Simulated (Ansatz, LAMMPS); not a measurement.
# Aqueous N(CH3)4+ and I-, 3.8 mol of salt per kg of water, from a frame at 360 K (123 atoms): geometry optimisation, part 3 of 3

Aim: bring aqueous N(CH3)4+ and I-, 3.8 mol of salt per kg of water, from a frame at 360 K (123 atoms) to a nearby minimum of the energy and see what moves.

Ansatz 0.2.0; Kohn-Sham DFT, PBE+D3(BJ), PAW (set soft_2), plane waves.

The cell: 8 C, 2 N, 82 H, 29 O and 2 I. The network of contacts between molecules at the start is that of the classical potential that made the cell. Sampling is at Γ alone, for a cell whose shortest periodic width is 11 Å. No spin–orbit coupling is included.

So far. Step 4 (Cell and atoms relaxed): The relaxation changed the energy by -56.9 meV/atom, and atoms moved by 0.94 Å r.m.s., 2.2 Å at most.

### Step 6. Single point at the relaxed geometry

One more single point at the end of the walk gives the fuller output and checks the residual forces.

The input, input.yaml:

```yaml
crystal:
  lattice:
    - [11.02442, 0.08572, -0.20668]
    - [0.08572, 10.7143, -0.23796]
    - [-0.20668, -0.23796, 10.48098]
  atoms:
    - { symbol: C, position: [0.00363, 0.76315, 0.2167] }
    - { symbol: "N", position: [0.87846, 0.81972, 0.22124] }
    - { symbol: C, position: [0.79195, 0.73633, 0.1457] }
    - { symbol: C, position: [0.87761, 0.94539, 0.16418] }
    - { symbol: C, position: [0.84125, 0.83275, 0.35709] }
    - { symbol: H, position: [0.02608, 0.74889, 0.11646] }
    - { symbol: H, position: [0.00323, 0.6741, 0.26366] }
    - { symbol: H, position: [0.0672, 0.82782, 0.26657] }
    - { symbol: H, position: [0.79544, 0.64424, 0.18608] }
    - { symbol: H, position: [0.70091, 0.7777, 0.14971] }
    - { symbol: H, position: [0.82087, 0.729, 0.04711] }
    - { symbol: H, position: [0.90957, 0.93325, 0.06698] }
    - { symbol: H, position: [0.78469, 0.98293, 0.1617] }
    - { symbol: H, position: [0.93909, 0.00633, 0.2217] }
    - { symbol: H, position: [0.74928, 0.87245, 0.35964] }
    - { symbol: H, position: [0.84528, 0.74037, 0.39753] }
    - { symbol: H, position: [0.90454, 0.8951, 0.41041] }
    - { symbol: C, position: [0.24236, 0.20201, 0.78533] }
    - { symbol: "N", position: [0.19472, 0.20968, 0.65012] }
    - { symbol: C, position: [0.13454, 0.08931, 0.60849] }
    - { symbol: C, position: [0.29794, 0.23413, 0.56613] }
    - { symbol: C, position: [0.10333, 0.31386, 0.64156] }
    - { symbol: H, position: [0.30954, 0.12618, 0.78967] }
    - { symbol: H, position: [0.16658, 0.18296, 0.84543] }
    - { symbol: H, position: [0.28441, 0.2911, 0.81397] }
    - { symbol: H, position: [0.05966, 0.07606, 0.67191] }
    - { symbol: H, position: [0.10209, 0.09626, 0.50913] }
    - { symbol: H, position: [0.20179, 0.0136, 0.61599] }
    - { symbol: H, position: [0.3434, 0.31894, 0.60359] }
    - { symbol: H, position: [0.3606, 0.15399, 0.56797] }
    - { symbol: H, position: [0.26225, 0.24778, 0.46896] }
    - { symbol: H, position: [0.02817, 0.29522, 0.70268] }
    [... 85 atom lines left out ...]
    - { symbol: H, position: [0.44648, 0.66047, 0.57405] }
    - { symbol: O, position: [0.4318, 0.34465, 0.05799] }
    - { symbol: H, position: [0.35217, 0.3825, 0.03386] }
    - { symbol: H, position: [0.45985, 0.29594, 0.98261] }
    - { symbol: I, position: [0.27906, 0.97747, 0.30038] }
    - { symbol: I, position: [0.66824, 0.97576, 0.65373] }
kpoints:
  mp_grid: { grid: [1, 1, 1] }
hamiltonian:
  xc: pbe
  dispersion: d3bj
scf:
  occupations: { method: fixed }
output:
  forces: true
  stress: true
  populations: true
  dos:
    method: { smearing: { sigma: 0.1 } }
    de: 0.1
    projected: { site_lists: { C: [C], H: [H], I: [I], "N": ["N"], O: [O] } }
  eigenvalues: true
  write_density: true
  write_potential: true
  volumetric_format: npy
  elf: true
```

Run with:

```console
$ ansatz run input.yaml --threads 4 --pin off --max-ram 8192MiB --backend cpu --events-out ev --progress --plain --runs-dir out
```

Numbers of over 12 decimals in the logs are rounded to 6 here.

Output:

```text
[...]
Crystal: 123 atoms, lattice volume = 1236.852 Å³
Basis set: ecut = 420 eV, 24187 PW (Γ), exchange–correlation on 150×144×144 points (8 copies of the dense FFT grid, shifted against one another)
Bands: 289, of which v1, the nominal top of the filled ones, is band 166 counted from 1 (165 counted from 0)
Symmetry: 1 space group operations
[...]
k-points: 1
[...]
SCF iter   1: F=—  HF=-35585.951887 eV  |F-HF|=—  |Δ(HF+E_count)|=         —  Δρ=3.64e-3  dr2=2.29e-1  ethr=1.77e-3  ⟨swp⟩=5.0  Hψ=1033  notcnv=0  defer=119
[...]
SCF iter   9: F=-35585.838240 eV  HF=-35585.838240 eV  |F-HF|=1.20e-8  |Δ(HF+E_count)|=   3.65e-8  Δρ=1.73e-6  dr2=3.14e-8  ethr=3.01e-11  ⟨swp⟩=23.0  Hψ=3092  notcnv=0
SCF 1 converged in 9 iterations: F = -35585.838240 eV  dr2 = 3.14e-8
[...]
WARN: The input density's exchange-correlation potential varies sharply where the density is thin. Do not read a vacuum level from v_tot or v_xc, or from such a field of the output density. On a cell that repeats whose density bears no net charge and no dipole along the vacuum's axis use v_es (v_loc + v_h of the components); [...]
SCF converged after 9 iterations
Free energy (F): -35585.838240 eV
[...]
Internal energy: -35585.838240 eV  (E = F + TS)
E sigma→0 (E₀):  -35585.838240 eV
Fermi energy:    -1.002757 eV
[...]
--- Forces (eV/Å), atoms counted from 1 ---
  atom   1  C     -0.00214831    -0.00163612     0.00976787
  atom   2  N      0.00287318     0.00298990     0.00290745
  atom   3  C     -0.00246806    -0.00553133    -0.00333966
  atom   4  C     -0.00816063     0.00027199     0.00193167
  atom   5  C     -0.00001879    -0.00296455     0.00120884
  atom   6  H      0.00354710    -0.00004803    -0.00513684
  atom   7  H     -0.00027786    -0.00040267     0.00005814
  atom   8  H      0.00097848     0.00054156    -0.00059568
  atom   9  H      0.00012140     0.00077119     0.00241712
  atom  10  H     -0.00209717     0.00051936    -0.00076115
  atom  11  H     -0.00092680     0.00021025    -0.00221614
  atom  12  H      0.00168235     0.00072112    -0.00341414
  atom  13  H      0.00065711    -0.00097113    -0.00167351
  atom  14  H      0.00092695     0.00237044    -0.00110843
[...]
atom 122  I      0.00291243    -0.00863844    -0.00777536
  atom 123  I     -0.00587748     0.00524797     0.00406521
  max |Σ_I F_I| component: 6.60e-5 eV/Å
--- Stress (GPa, compression-positive) ---
        0.014252       0.005393      -0.012784
        0.005394       0.007676      -0.008502
       -0.012784      -0.008502      -0.012880
  P = ⅓ Tr σ = 0.0030 GPa (0.030 kbar)
--- Band table (eV) ---
[...]
--- Löwdin populations: 123 sites ---
  site symbol       q [e]
     0      C      4.3527
     1      N      4.8436
     2      C      4.3437
[...]
122      I     17.5701
  spilling = 0.010656 (of n_electrons = 332.000000)
```

It took 16 s on 4 threads of Arm Neoverse V1, shared host; peak memory 1.4 GiB.

The program notes that the exchange-correlation potential is rough where the density is thin.

The run gave:

```yaml
free_energy: -35585.8382 eV
free_energy_per_atom: -289.3158 eV/atom
scf_cycles: 9
pressure: 0.003016 GPa
r_m_s_force_component: 0.00588 eV/Å
longest_force: 0.03989 eV/Å
fermi_energy: -1.003 eV
spacing_of_highest_filled_and_lowest_empty_level: 4.087 eV
spilling_of_the_projection: 0.01066
```

Löwdin charges by element (they lack the spilled electrons, 0.029 e an atom on average):

```tsv
element	coordination	atoms	mean charge (e)	spread	least	most
C	all	8	-0.351	0.0037	-0.357	-0.344
H	all	82	0.333	0.0757	0.196	0.403
I	all	2	-0.560	0.0102	-0.570	-0.550
N	all	2	0.157	0	0.156	0.157
O	all	29	-0.694	0.0149	-0.72	-0.670
```

States in the cell by windows of 1 eV, zero at the Fermi level; the larger projections on atomic orbitals stand beside the total:

```tsv
from (eV)	to (eV)	total	O p	H s	C p	I p
-18	-14	0.0	0.0	0.0	0.0	0.0
-14	-13	2.3	0.0	0.6	0.1	0.0
-13	-12	9.7	0.0	2.5	0.4	0.0
-12	-11	0.0	0.0	0.0	0.0	0.0
-11	-10	4.0	0.1	0.3	0.0	0.0
-10	-9	4.0	0.0	1.5	0.8	0.0
-9	-8	1.6	1.1	0.5	0.0	0.0
-8	-7	52.4	28.3	14.5	5.4	0.1
-7	-6	16.0	10.9	4.5	0.2	0.0
-6	-5	13.9	4.6	3.3	5.0	0.0
-5	-4	38.6	15.9	8.4	9.9	0.1
-4	-3	30.8	21.1	3.3	3.2	0.1
-3	-2	14.8	13.7	0.2	0.1	0.0
-2	-1	49.8	48.6	0.2	0.3	0.1
-1	0	11.3	0.9	0.3	0.1	10.1
0	1	0.8	0.0	0.0	0.0	0.7
1	3	0.0	0.0	0.0	0.0	0.0
3	4	0.6	0.0	0.3	0.0	0.0
4	5	1.4	0.0	0.8	0.0	0.0
```

With fixed occupations the program's Fermi level is the highest filled level; weight inside the gap is the broadening of levels at its edges.

Between -26 and -18 eV lie 62 more states.

The stored curve holds about 312 of the 332 electrons; the rest, give or take the few that broadening carries across the Fermi level, lie in deeper levels below its range.

The levels nearest the highest filled one (over half full), pooled over k-points and spins:

```tsv
level less the highest filled one (eV)	occupation
-0.363	2
-0.276	2
-0.199	2
-0.158	2
-0.0244	2
0	2
4.09	0
5.29	0
5.49	0
5.59	0
5.72	0
5.78	0
```

Electrostatic potential energy in the bc plane at fractional x = 0.284, with atoms of C and H and O and I within 0.2 Å of it. With pseudopotentials it is smooth inside the atoms' cores, unlike the true potential.

Values in eV, 13 rows by 16 columns, each cell a mean:
```
  3   5   5   5   4   4   4   1   0   3   3  -5 -31 -15   2   0
  4   4   2   0  -2   1   4   3   1   3   2 -15 -28 -16   4   3
  4  -3 -18 -27 -22  -7   3   4   3  -6   0  -4   1   3   3   4
  4   2  -3  -8  -1   2   4   5   2 -19  -7   3   4   3   3   5
  4   3   0  -9  -6   1   3   4   3  -9  -4   3   3   4   4   5
  4   3  -3 -31 -27   0   4   4   5   4   2   2   2   4   5   5
  5   4   2 -14 -15   3   5   5   5   4   4   4   5   5   5   5
 -3   3   4   1   0   4   4   4   4   2   3   5   5   5   2  -4
-10  -5   4   5   5   5   1  -1   3   3   4   4   5   3 -11  -4
-11  -3   4   5   5   5   3   3   4   3   2   2   0   2 -11  -5
 -1   4   5   5   5   5   4   5   4   2 -16 -26 -26   0   1  -4
  3   4   5   5   5   4   4   4   2   1 -16 -23  -1   3   4   4
  3   5   5   5   5   3   2   1  -1   0   3  -1  -8   2   4   3
```
Columns run along b (10.7 Å; values clipped at the 3rd and 97th percentile), rows up along c (10.5 Å). Atoms in or near the plane, at fractional coordinates: C at (0.23, 0.57), H at (0.29, 0.81), O at (0.69, 0.14), H at (0.77, 0.19), O at (0.79, 0.91), H at (0.76, 0.99), H at (0.61, 0.68), I at (0.98, 0.30).

Valence density in the bc plane at fractional x = 0.284, with atoms of C and H and O and I within 0.2 Å of it. It is the smooth field of the valence electrons, not physical close to the nuclei.

Values in units of 1e0 e/Å³, 13 rows by 16 columns, each cell a mean:
```
0.2 0.1 0.0 0.0 0.0 0.0 0.1 0.5 0.4 0.1 0.0 0.5 3.1 1.8 0.2 0.2
0.0 0.1 0.2 0.3 0.3 0.1 0.0 0.1 0.1 0.1 0.1 0.9 3.5 2.2 0.2 0.0
0.0 0.4 1.4 1.3 1.4 0.4 0.0 0.0 0.3 1.0 0.5 0.3 0.2 0.2 0.1 0.0
0.0 0.1 0.5 0.6 0.3 0.1 0.0 0.0 0.3 1.4 0.6 0.1 0.0 0.1 0.3 0.2
0.1 0.1 0.2 0.7 0.5 0.2 0.0 0.0 0.1 0.4 0.3 0.1 0.1 0.1 0.3 0.2
0.0 0.1 0.4 1.5 1.4 0.3 0.0 0.0 0.0 0.1 0.5 0.4 0.1 0.0 0.0 0.0
0.0 0.0 0.2 1.0 1.0 0.1 0.0 0.0 0.0 0.1 0.2 0.1 0.0 0.0 0.0 0.0
0.4 0.1 0.1 0.2 0.2 0.0 0.0 0.1 0.1 0.1 0.1 0.0 0.0 0.0 0.2 0.4
4.6 0.4 0.1 0.0 0.0 0.0 0.1 0.2 0.4 0.3 0.1 0.0 0.0 0.1 1.0 8.1
3.9 0.4 0.1 0.0 0.0 0.0 0.1 0.1 0.2 0.2 0.2 0.2 0.1 0.2 1.0 7.5
0.3 0.1 0.0 0.0 0.0 0.0 0.0 0.0 0.0 0.2 2.0 3.1 1.2 0.2 0.2 0.4
0.1 0.0 0.0 0.0 0.0 0.0 0.0 0.1 0.1 0.2 2.2 3.2 0.5 0.0 0.0 0.1
0.2 0.1 0.0 0.0 0.0 0.0 0.2 0.6 0.6 0.2 0.2 0.3 0.4 0.1 0.0 0.1
```
Columns run along b (10.7 Å), rows up along c (10.5 Å). Atoms in or near the plane, at fractional coordinates: C at (0.23, 0.57), H at (0.29, 0.81), O at (0.69, 0.14), H at (0.77, 0.19), O at (0.79, 0.91), H at (0.76, 0.99), H at (0.61, 0.68), I at (0.98, 0.30).

Mean Löwdin charges: C -0.35, H +0.33, I -0.56, N +0.16, O -0.69 e (they miss 1.1 % of the electrons, so they add up to more than the cell's charge). The largest share in the top eV of filled states is I p (89 % of the projected weight), and in the lowest eV of empty states H s (68 % of the projected weight).

Local excerpt of 8 atoms (numbers count through the whole input) about N2, one of the 2 N atoms; x, y, z are measured from there.

```tsv
atom	x	y	z	distance (Å)	bonds	Löwdin charge (e)
N2	0.00	0.00	0.00	0.00	4	0.16
C3	-0.95	-0.88	-0.75	1.50	4	-0.34
C5	-0.44	0.10	1.43	1.50	4	-0.35
C4	0.01	1.36	-0.63	1.50	4	-0.35
C1	1.38	-0.59	-0.06	1.50	4	-0.35
H12	0.38	1.26	-1.65	2.11	1	0.22
H11	-0.61	-0.94	-1.79	2.11	1	0.22
H6	1.64	-0.72	-1.11	2.11	1	0.22
```

The column of bonds counts only the pairs H-O within 1.21 Å, H-C within 1.34 Å, C-N within 1.79 Å; other neighbours, such as metal atoms beside each other in a compound, aren't counted, and periodic images can show an atom twice.

### Step 7. Outcome

- energy change in the relaxation: -56.94 meV/atom
- r.m.s. displacement: 0.938 Å
- largest displacement: 2.22 Å
- free energy per atom: -289.3158 eV/atom
- pressure: 0.003016 GPa
- r.m.s. force component: 0.00588 eV/Å
- gap (highest filled to lowest empty level): 4.087 eV
- wall time of the 3 DFT runs: 6.8 min

**Reading.** Relaxation lowers the energy by 56.9 meV/atom and moves atoms by 0.94 Å r.m.s.; the r.m.s. force component goes from 0.65 to 0.0059 eV/Å, the pressure goes from -0.99 to 0.0030 GPa, and the gap from 3.33 to 4.09 eV. Displacements are taken in the final cell, so they leave out its strain. By the final cutoffs no bond was broken or made. The cell shrank by 3.8 % in volume. From the first step to the last the energy fell by 7.004 eV, across changes of basis, and the largest move was 2.22 Å (H28). The C-N bonds change most in mean length: from 1.477 Å (spread 0.036) to 1.498 Å (spread 0.001). Counting bonds as in the table, all C atoms have 4, all H atoms have 1 and all N atoms have 4 bonded neighbours. The 29 water molecules hold 3.31 hydrogen bonds each to other water on average, with a mean O–O distance of 2.75 Å. Between filled and empty levels lie 4.09 eV (at Γ alone); a semilocal functional tends to put such gaps too low. In a disordered cell it changes from sample to sample and from frame to frame.

Caveats: The network of contacts between molecules at the start is that of the classical potential that made the cell; in DFT atoms moved by 0.94 Å r.m.s.

[Logs are printed without paths, hosts, clocks, repeated set-up lines and the standing remarks that a program may print on its own settings, such as how far it seeks lower states.]

[Hosts, paths, dates, database ids (printed as entryN), source tags and the programs' standing remarks are cut or masked in the printed files.]
